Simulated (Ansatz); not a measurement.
## How Au(100) screens a field

Wanted: the response of a Au(100) slab to a perpendicular field.

Main program and level: Ansatz 0.2.0; plane-wave DFT, PBE, Ansatz PAW.

This is a report of a sequence of runs, with the program logs left out and the cost of each run kept.

### Step 1. The system as given

The cell holds 7 atoms: 7 Au. Its edges and angles: a = 2.885 Å, b = 2.885 Å, c = 30.240 Å, α = 90.0°, β = 90.0°, γ = 90.0°. Vacuum lies along c.

Structure file:

```cif
data_structure
_symmetry_space_group_name_H-M 'P 1'
_symmetry_Int_Tables_number 1
_cell_length_a 2.8850
_cell_length_b 2.8850
_cell_length_c 30.2400
_cell_angle_alpha 90.000
_cell_angle_beta 90.000
_cell_angle_gamma 90.000
_cell_volume 251.69
loop_
_atom_site_label
_atom_site_type_symbol
_atom_site_fract_x
_atom_site_fract_y
_atom_site_fract_z
_atom_site_occupancy
Au1 Au 0.00000 0.00000 0.29762 1
Au2 Au 0.50000 0.50000 0.36508 1
Au3 Au 0.00000 0.00000 0.43254 1
Au4 Au 0.50000 0.50000 0.50000 1
Au5 Au 0.00000 0.00000 0.56746 1
Au6 Au 0.50000 0.50000 0.63492 1
Au7 Au 0.00000 0.00000 0.70238 1
```

### Step 2. Single point, field 0

A sawtooth potential applies the field, turning back in the middle of the vacuum. With the dipole correction the typed value is the field outside the slab. The induced dipole is small, so the SCF threshold is tight.

Contents of input.yaml:

```yaml
crystal:
  lattice:
    - [2.8849956672, 0.0, 0.0]
    - [0.0, 2.8849956672, 0.0]
    - [0.0, 0.0, 30.24]
  atoms:
    - { symbol: Au, position: [0.0, 0.0, 0.2976190476] }
    - { symbol: Au, position: [0.5, 0.5, 0.3650793651] }
    - { symbol: Au, position: [0.0, 0.0, 0.4325396825] }
    - { symbol: Au, position: [0.5, 0.5, 0.5] }
    - { symbol: Au, position: [0.0, 0.0, 0.5674603175] }
    - { symbol: Au, position: [0.5, 0.5, 0.6349206349] }
    - { symbol: Au, position: [0.0, 0.0, 0.7023809524] }
kpoints:
  mp_grid: { grid: [18, 18, 1] }
hamiltonian:
  xc: pbe
scf:
  occupations: { method: fermi_dirac, width: 0.1 }
  convergence: { dr2_threshold: 1.0e-10 }
efield:
  axis: 3
  dipole_correction: true
  ramp_position: 0.97
  ramp_width: 0.06
  amplitude: 0
output:
  forces: true
  write_potential: true
  write_density: true
  volumetric_format: npy
```

Run with:

```
$ ansatz run input.yaml --threads 4 --pin off --max-ram 6144MiB --backend cpu --events-out ev --progress --plain --runs-dir out
```

Run time: 77 s. Hardware: 4 threads of Arm Neoverse N1, shared host; peak memory 1.2 GiB; 5.1 min of CPU time.

This step gave:

- energy at zero smearing: -92044.2827 eV
- work function, upper face: 5.080 eV
- dipole along the normal: 2.56e-8 e·Å

Running mean over 2.04 Å of the planar mean; the ramp of the sawtooth is left out. Electron's electrostatic potential energy less the Fermi level against z:

| z (Å) | electron's electrostatic potential energy less the Fermi level (eV) |
| --- | --- |
| 4 | 5.08 |
| 5 | 5.08 |
| 6 | 5.04 |
| 7 | 4.44 |
| 8 | -1.95 |
| 9 | -7.94 |
| 10 | -8.53 |
| 11 | -8.71 |
| 12 | -8.75 |
| 13 | -8.77 |
| 14 | -8.78 |
| 15 | -8.79 |
| 16 | -8.78 |
| 17 | -8.77 |
| 18 | -8.75 |
| 19 | -8.73 |
| 20 | -8.58 |
| 21 | -8.22 |
| 22 | -4.10 |
| 23 | 3.73 |
| 24 | 5.00 |
| 25 | 5.07 |
| 26 | 5.08 |
| 27 | 5.08 |

Force by atom:

| atom | x (eV/Å) | y (eV/Å) | z (eV/Å) | size |
| --- | --- | --- | --- | --- |
| Au1 | 0.000 | 0.000 | -0.336 | 0.336 |
| Au2 | 0.000 | 0.000 | -0.141 | 0.141 |
| Au3 | 0.000 | 0.000 | -0.006 | 0.006 |
| Au4 | 0.000 | 0.000 | 0.000 | 0.000 |
| Au5 | 0.000 | 0.000 | 0.006 | 0.006 |
| Au6 | 0.000 | 0.000 | 0.141 | 0.141 |
| Au7 | 0.000 | 0.000 | 0.336 | 0.336 |

The work function of the upper face is 5.08 eV.

### Step 3. Atoms held, field 0.05 V/Å

Changes to input.yaml since step 2:

```diff
@@ -25,3 +25,3 @@
   ramp_width: 0.06
-  amplitude: 0
+  amplitude: 0.05
 output:
```

Run time: 71 s. Hardware: 4 threads; peak memory 1.1 GiB; 4.7 min of CPU time.

The dipole is 0.0348 e·Å.

### Step 4. Single point, field -0.05 V/Å

Changes to input.yaml since step 3:

```diff
@@ -25,3 +25,3 @@
   ramp_width: 0.06
-  amplitude: 0.05
+  amplitude: -0.05
 output:
```

Wall time 71 s (4 threads); peak memory 1.1 GiB.

The dipole is -0.0348 e·Å.

### Step 5. Single point, field 0.1 V/Å

Changes to input.yaml since step 4:

```diff
@@ -25,3 +25,3 @@
   ramp_width: 0.06
-  amplitude: -0.05
+  amplitude: 0.1
 output:
```

Elapsed: 71 s, on 4 threads; peak memory 1.1 GiB; 4.7 min of CPU time.

The dipole is 0.0696 e·Å.

### Step 6. Single point, field -0.1 V/Å

Changes to input.yaml since step 5:

```diff
@@ -25,3 +25,3 @@
   ramp_width: 0.06
-  amplitude: 0.1
+  amplitude: -0.1
 output:
```

Run time: 71 s. Hardware: 4 threads; peak memory 1.1 GiB.

The dipole is -0.0696 e·Å.

### Step 7. Atoms held, field 0.2 V/Å

Changes to input.yaml since step 6:

```diff
@@ -25,3 +25,3 @@
   ramp_width: 0.06
-  amplitude: -0.1
+  amplitude: 0.2
 output:
```

Run time: 72 s. Hardware: 4 threads; peak memory 1.1 GiB.

The dipole is 0.139 e·Å.

### Step 8. Single point, field -0.2 V/Å

Changes to input.yaml since step 7:

```diff
@@ -25,3 +25,3 @@
   ramp_width: 0.06
-  amplitude: 0.2
+  amplitude: -0.2
 output:
```

Wall time 73 s (4 threads); peak memory 1.1 GiB.

The dipole is -0.139 e·Å.

### Step 9. Atoms held, field 0.4 V/Å

Changes to input.yaml since step 8:

```diff
@@ -25,3 +25,3 @@
   ramp_width: 0.06
-  amplitude: -0.2
+  amplitude: 0.4
 output:
@@ -31 +31,2 @@
   volumetric_format: npy
+  elf: true
```

Wall time 75 s (4 threads); peak memory 1.1 GiB; 4.9 min of CPU time.

Running mean over 2.04 Å of the planar mean, with the applied field; the ramp of the sawtooth is left out. Table of electron's electrostatic potential energy less the Fermi level by z:

z (Å), electron's electrostatic potential energy less the Fermi level (eV) and a bar from the least value:
```
      3.5       3.47 ########################
      4.0       3.67 ########################
      4.5       3.87 ########################
      5.0       4.07 #########################
      5.5       4.26 #########################
      6.0       4.42 #########################
      6.5       4.48 ##########################
      7.0       4.16 #########################
      7.5       2.14 #####################
      8.0      -2.02 #############
      8.5      -6.08 #####
      9.0      -7.95 ##
      9.5      -8.38 #
     10.0      -8.54 
     10.5      -8.64 
     11.0      -8.72 
     11.5      -8.75 
     12.0      -8.75 
     12.5      -8.76 
     13.0      -8.77 
     13.5      -8.77 
     14.0      -8.78 
     14.5      -8.79 
     15.0      -8.79 
     15.5      -8.79 
     16.0      -8.78 
     16.5      -8.78 
     17.0      -8.77 
     17.5      -8.76 
     18.0      -8.75 
     18.5      -8.74 
     19.0      -8.73 
     19.5      -8.67 
     20.0      -8.57 
     20.5      -8.44 #
     21.0      -8.20 #
     21.5      -7.26 ###
     22.0      -4.05 #########
     22.5       0.51 ##################
     23.0       3.95 ########################
     23.5       5.15 ###########################
     24.0       5.56 ############################
     24.5       5.81 ############################
     25.0       6.02 ############################
     25.5       6.22 #############################
     26.0       6.42 #############################
     26.5       6.62 ##############################
     27.0       6.82 ##############################
```

The dipole is 0.278 e·Å.

### Step 10. The response

This step: plane-wave DFT, PBE, Ansatz PAW; screening of a field by a metal slab (Ansatz 0.2.0).

The dipoles give the slope, and the difference of two potentials shows where the field is screened.

This step gave:

- equivalent conductor thickness p/(ε₀AE): 15.12 Å
- distance between the outer atoms: 12.24 Å
- inner field over outer field: 7.76e-4
- image plane, upper face: 1.454 Å
- induced electrons on the upper face over ε₀E: -0.9982
- image plane, lower face: 1.455 Å
- induced electrons on the lower face over ε₀E: 0.9980

The dipole of the cell by applied field:

| applied field (V/Å) | dipole of the cell (e·Å) |
| --- | --- |
| -0.200 | -0.139 |
| -0.100 | -0.0696 |
| -0.050 | -0.0348 |
| 0.000 | 0 |
| 0.050 | 0.0348 |
| 0.100 | 0.0696 |
| 0.200 | 0.139 |
| 0.400 | 0.278 |

Local field over the applied field, running mean. From the potentials at -0.05 and 0.05 V/Å; running mean over 2.04 Å. The local field over applied field by z:

| z (Å) | local field over applied field |
| --- | --- |
| 5 | 0.994 |
| 6 | 0.954 |
| 7 | 0.747 |
| 8 | 0.315 |
| 9 | 0.0221 |
| 10 | 0.00552 |
| 11 | 0.0134 |
| 12 | 0.00621 |
| 13 | 0.00333 |
| 14 | 5.0e-4 |
| 15 | 0.00124 |
| 16 | 4.2e-4 |
| 17 | 0.00242 |
| 18 | 0.00570 |
| 19 | 0.0113 |
| 20 | 0.00894 |
| 21 | 0.00334 |
| 22 | 0.220 |
| 23 | 0.651 |
| 24 | 0.927 |
| 25 | 0.990 |
| 26 | 0.999 |

Electrons, planar mean, per unit field. Induced electron density against z:

| z (Å) | induced electron density (e/Å³ per V/Å) |
| --- | --- |
| 5 | 3.8e-5 |
| 6 | 2.9e-4 |
| 7 | 0.00169 |
| 8 | 0.00409 |
| 9 | 3.1e-4 |
| 10 | -3.5e-4 |
| 11 | 1.5e-4 |
| 12 | -1.2e-5 |
| 13 | 4.1e-5 |
| 14 | -2.5e-5 |
| 15 | -8.6e-6 |
| 16 | 3.6e-5 |
| 17 | -5.6e-5 |
| 18 | 1.6e-5 |
| 19 | -6.1e-5 |
| 20 | -8.1e-6 |
| 21 | 1.2e-4 |
| 22 | -0.00291 |
| 23 | -0.00242 |
| 24 | -4.5e-4 |
| 25 | -6.3e-5 |
| 26 | -7.3e-6 |

By hand: between -0.05 and 0.05 V/Å the dipole changes by 0.06955 e·Å, a slope of 0.6955 e·Å²/V. A perfect conductor of thickness t has p = ε₀AEt, so t = 180.95 × 0.6955 / 8.323 = 15.12 Å (e/ε₀ = 180.95 V·Å, A in Å²). Less the 12.24 Å between the outer atoms, and halved, that puts each image plane 1.44 Å out.

The induced dipole is that of a conductor 15.12 Å thick.

### Step 11. A changed input

This step: plane-wave DFT, PBE, Ansatz PAW (Ansatz 0.2.0).

An input spoilt on purpose, to show how the run answers: it repeats the earlier run at 0.05 V/Å with efield.ramp_width from 0.06 to 0.9, and scf.max_iter set to 100.

Changes to input.yaml since step 9:

```diff
@@ -20,2 +20,3 @@
   convergence: { dr2_threshold: 1.0e-10 }
+  max_iter: 100
 efield:
@@ -24,4 +25,4 @@
   ramp_position: 0.97
-  ramp_width: 0.06
-  amplitude: 0.4
+  ramp_width: 0.9
+  amplitude: 0.05
 output:
@@ -31,2 +32 @@
   volumetric_format: npy
-  elf: true
```

The job ended after 0.34 s (4 threads; peak memory 0.58 GiB; 0.86 s of CPU time).

The input was rejected at the start.

The program's message: “Error: efield: ion 0 (Au) at fractional coordinate 0.2976 along the field axis lies inside the sawtooth ramp with 2 of the planes that the density is read on at each end, [0.9607, 0.8793] — the ramp m …”

The fault put into the input: a ramp so wide that it reaches the atoms.

### Step 12. Varying the input

An input spoilt on purpose, to show how the run answers: it repeats the earlier run at 0.05 V/Å with efield.amplitude from 0.05 to 1.5, and scf.max_iter set to 75.

Changes to input.yaml since step 11:

```diff
@@ -20,3 +20,3 @@
   convergence: { dr2_threshold: 1.0e-10 }
-  max_iter: 100
+  max_iter: 75
 efield:
@@ -25,4 +25,4 @@
   ramp_position: 0.97
-  ramp_width: 0.9
-  amplitude: 0.05
+  ramp_width: 0.06
+  amplitude: 1.5
 output:
```

Wall time 79 s (4 threads); peak memory 1.1 GiB.

| quantity | this run | earlier run | difference |
| --- | --- | --- | --- |
| dipole along the normal (e·Å) | 1.049 | 0.03477 | 1.0 |

The applied field differs between the two, so the dipoles differ in any case.

In so strong a field the program warns of density in the ramp of the sawtooth; these numbers are not the system's.

### Step 13. What came out

* work function: 5.08 eV
* image plane, upper face: 1.45 Å
* induced electrons on the upper face over ε₀E: -0.998
* equivalent conductor thickness p/(ε₀AE): 15.1 Å
* inner field over outer field: 7.8e-4

In words: The induced charge has its centre 1.45 Å outside the outermost atoms; this is the plane from which a capacitor's gap or an image potential counts. The equivalent conductor thickness exceeds the distance between the outer atoms by 2.88 Å, about the sum of the two image-plane distances. In the middle of the slab the field is screened to under 0.5 % of its outer value. The atoms are held at bulk positions with the tabulated experimental lattice constant.

[Long decimals in the printed logs are rounded to 6 places.]

[Logs are printed without paths, hosts, clocks, repeated set-up lines and the standing remarks that a program may print on its own settings, such as how far it seeks lower states.]

[Hosts, paths, dates, database ids (printed as entryN), source tags and the programs' standing remarks are cut or masked in the printed files.]

[Maps of the electrostatic potential energy from Ansatz leave out the sawtooth potential of an applied field or a dipole correction, so their vacuum need not be flat; planar profiles and work functions include it.]
